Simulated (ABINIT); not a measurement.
## LiH (Fm-3m): G0W0 in ABINIT against the wavefunction cutoff in GW

Aim: move the wavefunction cutoff in GW of a G0W0 run on LiH (Fm-3m) over a wide range.

Calculated with ABINIT 10.8.3; PBE and many-body steps on it, plane waves.

This is a report of a sequence of runs, with most program output left out.

The database entry behind the starting cell differs from later determinations by our own check (the deuteride, about 0.2 % short), so it need not match the best structure at ambient conditions.

## Step 1: The structure

Symmetry: Fm-3m, No. 225, cubic system. The conventional cell has a = 4.074 Å, b = 4.074 Å, c = 4.074 Å, α = 90.00°, β = 90.00°, γ = 90.00°. Li has 6 H at 2.04 Å nearest. H has 6 Li at 2.04 Å nearest. Farther neighbours are not listed.

The cell and positions come from the Crystallography Open Database and are kept as given unless a step says otherwise.

## Step 2: Screening, 8×8×8 mesh, 79 bands, screening to 261.2 eV

This step: ABINIT 10.8.3; RPA screening on PBE, plane waves, norm-conserving pseudopotentials.

The RPA dielectric matrix is built and inverted for each q.

run.abi

```
acell 3*1.0 Angstrom
rprim 
  -0.000000000000 2.036750000000 2.036750000000
  2.036750000000 -0.000000000000 2.036750000000
  2.036750000000 2.036750000000 -0.000000000000
ntypat 2
znucl 3 1
natom 2
typat 1 2
xred 
  0.000000000000 0.000000000000 0.000000000000
  0.500000000000 0.500000000000 0.500000000000
pp_dirpath "pseudos"
pseudos "Li.upf, H.upf"
ecut 33
ngkpt 8 8 8
nshiftk 1
shiftk 0 0 0
kptopt 1
chksymbreak 0
istwfk *1
occopt 1
irdwfk 1
optdriver 3
nband 79
ecuteps 9.6
inclvkb 2
awtr 1
symchi 1
ecutwfn 9.9
indata_prefix "in"
outdata_prefix "out"
tmpdata_prefix "tmp"
```

Run with:

```
OMP_NUM_THREADS=1 mpirun -n 4 abinit run.abi > log
```

Elapsed: 21 s, on 4 MPI ranks of AMD EPYC 7R43, shared host; peak memory 0.49 GiB.

Numbers from this step:

```yaml
eps_infinity_with_local_fields_on_this_mesh_along_the_program_s_q_direction: 4.004
the_same_without_local_fields: 4.399
plasma_frequency: 17.95 eV
plane_waves_in_the_screening_matrix: 169
```

Local fields lower ε∞ by 9 %.

## Step 3: 9.9 Ha

This step: G0W0 on PBE, plane waves, norm-conserving pseudopotentials.

run.abi, as its differences from that of step 2:

```diff
@@ -23,8 +23,17 @@
 irdwfk 1
-optdriver 3
+optdriver 4
 nband 79
+gwcalctyp 0
+ecutsigx 9.9
+symsigma 1
+nkptgw 2
+kptgw 
+  0.5000000000 0.5000000000 0.0000000000
+  0.0000000000 0.0000000000 0.0000000000
+bdgw 
+  1 5
+  1 6
 ecuteps 9.6
-inclvkb 2
-awtr 1
-symchi 1
+irdscr 1
+ppmodel 1
 ecutwfn 9.9
```

Elapsed: 14 s, on 4 MPI ranks; peak memory 0.63 GiB.

Numbers from this step:

```
G0W0 gap on the points computed              : 5.006 eV
starting gap on the mesh                     : 3.022 eV
k of the valence top                         : 0.5, 0.5, 0
k of the conduction bottom                   : 0.5, 0.5, 0
Z at the valence top                         : 0.773
Z at the conduction bottom                   : 0.812
least direct G0W0 gap on the computed points : 5.006 eV
```

## Step 4: Screening, 8×8×8 mesh, 79 bands, screening to 261.2 eV

This step: RPA screening on PBE, plane waves, norm-conserving pseudopotentials.

run.abi, as its differences from that of step 3:

```diff
@@ -23,18 +23,9 @@
 irdwfk 1
-optdriver 4
+optdriver 3
 nband 79
-gwcalctyp 0
-ecutsigx 9.9
-symsigma 1
-nkptgw 2
-kptgw 
-  0.5000000000 0.5000000000 0.0000000000
-  0.0000000000 0.0000000000 0.0000000000
-bdgw 
-  1 5
-  1 6
 ecuteps 9.6
-irdscr 1
-ppmodel 1
-ecutwfn 9.9
+inclvkb 2
+awtr 1
+symchi 1
+ecutwfn 16.5
 indata_prefix "in"
```

Run time: 36 s. Hardware: 4 MPI ranks; peak memory 0.62 GiB; 2.4 min of CPU time.

This step gave:

```yaml
eps_infinity_with_local_fields_on_this_mesh_along_the_program_s_q_direction: 4.008
the_same_without_local_fields: 4.403
plasma_frequency: 18.05 eV
plane_waves_in_the_screening_matrix: 169
```

## Step 5: 16.5 Ha

The self-energy is evaluated for the states that the input lists, and the levels follow from it, in one-shot runs by the linearised quasiparticle equation.

This step: G0W0 on PBE, plane waves, norm-conserving pseudopotentials.

run.abi, as its differences from that of step 4:

```diff
@@ -23,8 +23,17 @@
 irdwfk 1
-optdriver 3
+optdriver 4
 nband 79
+gwcalctyp 0
+ecutsigx 16.5
+symsigma 1
+nkptgw 2
+kptgw 
+  0.5000000000 0.5000000000 0.0000000000
+  0.0000000000 0.0000000000 0.0000000000
+bdgw 
+  1 5
+  1 6
 ecuteps 9.6
-inclvkb 2
-awtr 1
-symchi 1
+irdscr 1
+ppmodel 1
 ecutwfn 16.5
```

It took 15 s on 4 MPI ranks; peak memory 0.77 GiB.

This step gave:

```
G0W0 gap on the points computed              : 4.976 eV
starting gap on the mesh                     : 3.022 eV
k of the valence top                         : 0.5, 0.5, 0
k of the conduction bottom                   : 0.5, 0.5, 0
Z at the valence top                         : 0.772
Z at the conduction bottom                   : 0.812
least direct G0W0 gap on the computed points : 4.976 eV
```

The gap on the mesh goes from 3.02 eV to 4.98 eV, a correction of +1.95 eV.

## Step 6: Screening, 8×8×8 mesh, 79 bands, screening to 261.2 eV

This step: RPA screening on PBE, plane waves, norm-conserving pseudopotentials.

run.abi, as its differences from that of step 5:

```diff
@@ -23,18 +23,9 @@
 irdwfk 1
-optdriver 4
+optdriver 3
 nband 79
-gwcalctyp 0
-ecutsigx 16.5
-symsigma 1
-nkptgw 2
-kptgw 
-  0.5000000000 0.5000000000 0.0000000000
-  0.0000000000 0.0000000000 0.0000000000
-bdgw 
-  1 5
-  1 6
 ecuteps 9.6
-irdscr 1
-ppmodel 1
-ecutwfn 16.5
+inclvkb 2
+awtr 1
+symchi 1
+ecutwfn 24.8
 indata_prefix "in"
```

It took 28 s on 4 MPI ranks; peak memory 0.73 GiB.

This step gave:

| Item | Value |
| --- | --- |
| ε∞ with local fields, on this mesh, along the program's q direction | 4.009 |
| the same without local fields | 4.404 |
| plasma frequency | 18.07 eV |
| plane waves in the screening matrix | 169 |

## Step 7: 24.8 Ha

This step: G0W0 on PBE, plane waves, norm-conserving pseudopotentials.

run.abi, as its differences from that of step 6:

```diff
@@ -23,8 +23,17 @@
 irdwfk 1
-optdriver 3
+optdriver 4
 nband 79
+gwcalctyp 0
+ecutsigx 24.8
+symsigma 1
+nkptgw 2
+kptgw 
+  0.5000000000 0.5000000000 0.0000000000
+  0.0000000000 0.0000000000 0.0000000000
+bdgw 
+  1 5
+  1 6
 ecuteps 9.6
-inclvkb 2
-awtr 1
-symchi 1
+irdscr 1
+ppmodel 1
 ecutwfn 24.8
```

Run time: 14 s. Hardware: 4 MPI ranks; peak memory 0.9 GiB; 57 s of CPU time.

Numbers from this step:

```yaml
g0w0_gap_on_the_points_computed: 4.952 eV
starting_gap_on_the_mesh: 3.022 eV
k_of_the_valence_top: 0.5, 0.5, 0
k_of_the_conduction_bottom: 0.5, 0.5, 0
least_direct_g0w0_gap_on_the_computed_points: 4.952 eV
```

Against the run before, the gap moves by −0.024 eV.

## Step 8: Screening, 8×8×8 mesh, 79 bands, screening to 261.2 eV

This step: RPA screening on PBE, plane waves, norm-conserving pseudopotentials.

run.abi, as its differences from that of step 7:

```diff
@@ -23,18 +23,8 @@
 irdwfk 1
-optdriver 4
+optdriver 3
 nband 79
-gwcalctyp 0
-ecutsigx 24.8
-symsigma 1
-nkptgw 2
-kptgw 
-  0.5000000000 0.5000000000 0.0000000000
-  0.0000000000 0.0000000000 0.0000000000
-bdgw 
-  1 5
-  1 6
 ecuteps 9.6
-irdscr 1
-ppmodel 1
-ecutwfn 24.8
+inclvkb 2
+awtr 1
+symchi 1
 indata_prefix "in"
```

It took 60 s on 4 MPI ranks; peak memory 1 GiB.

Numbers from this step:

* ε∞ with local fields, on this mesh, along the program's q direction: 4.009
* the same without local fields: 4.404
* plasma frequency: 18.07 eV
* plane waves in the screening matrix: 169

## Step 9: 33 Ha

This step: G0W0 on PBE, plane waves, norm-conserving pseudopotentials.

run.abi, as its differences from that of step 8:

```diff
@@ -23,8 +23,17 @@
 irdwfk 1
-optdriver 3
+optdriver 4
 nband 79
+gwcalctyp 0
+ecutsigx 33
+symsigma 1
+nkptgw 2
+kptgw 
+  0.5000000000 0.5000000000 0.0000000000
+  0.0000000000 0.0000000000 0.0000000000
+bdgw 
+  1 5
+  1 6
 ecuteps 9.6
-inclvkb 2
-awtr 1
-symchi 1
+irdscr 1
+ppmodel 1
 indata_prefix "in"
```

Wall time 16 s (4 MPI ranks); peak memory 1.1 GiB.

Numbers from this step:

| Property | Result |
| --- | --- |
| G0W0 gap on the points computed | 4.955 eV |
| starting gap on the mesh | 3.022 eV |
| k of the valence top | 0.5, 0.5, 0 |
| k of the conduction bottom | 0.5, 0.5, 0 |
| least direct G0W0 gap on the computed points | 4.955 eV |

Against the run before, the gap moves by +0.003 eV.

## Step 10: Side by side

Times are wall times on 4 MPI ranks of AMD EPYC 7R43, shared host, good to a factor of about two. A run's time includes the screening step that it read.

```csv
run,mesh,bands,screening cutoff (eV),DFT gap (eV),gap on the mesh (eV),direct (eV),ε∞ used,time
9.9 Ha,8×8×8,79,261.2,3.022,5.006,5.006,4.00,35 s
16.5 Ha,8×8×8,79,261.2,3.022,4.976,4.976,4.01,51 s
24.8 Ha,8×8×8,79,261.2,3.022,4.952,4.952,4.01,43 s
33 Ha,8×8×8,79,261.2,3.022,4.955,4.955,4.01,76 s
```

## Step 11: Outcome

| Quantity | Value |
| --- | --- |
| 9.9 Ha | 5.006 eV |
| 16.5 Ha | 4.976 eV |
| 24.8 Ha | 4.952 eV |
| 33 Ha | 4.955 eV |
| known limits | not at the basis limit |

In words: The setting moved: wavefunction cutoff in GW. From 9.9 Ha to 33 Ha the gap moves by −0.05 eV, for 2.2 times the time. It holds to 0.03 eV from 16.5 Ha on. Bands and screening cutoff are coupled, so a series along one setting does not show full convergence. The exchange cutoff follows the wavefunction cutoff here. Bands and cutoff are finite, so the gap is not at the basis limit. The miss can reach some tenths of an eV and take either sign; the mesh is an error of its own. In the first G0W0 run levels were corrected at 2 k points alone, so a gap called «on the mesh» is the least over those, and an edge elsewhere would be missed.

[Paths, hosts, dates, memory and timing lines, banners, echoed tables and standing remarks are left out of the program output.]

[Logs are printed without paths, hosts, clocks, repeated set-up lines and the standing remarks that a program may print on its own settings, such as how far it seeks lower states.]

[Runs of the session that timed out or met a known fault of the program may be left out.]

[No measured gap is set beside runs whose start may be inverted or whose files or cutoffs have a known fault.]

[Hosts, paths, dates, database ids (printed as entryN), source tags and the programs' standing remarks are cut or masked in the printed files.]

[G0W0 gaps are taken among the corrected bands and points alone; a level outside them can change the order at an edge.]

[Where Ansatz stands beside ABINIT at settings called matched, ABINIT's density can come from a denser mesh and the files from another edition; pairs whose starting gaps differed by over 0.03 eV were left out, so agreement reads better than it is.]
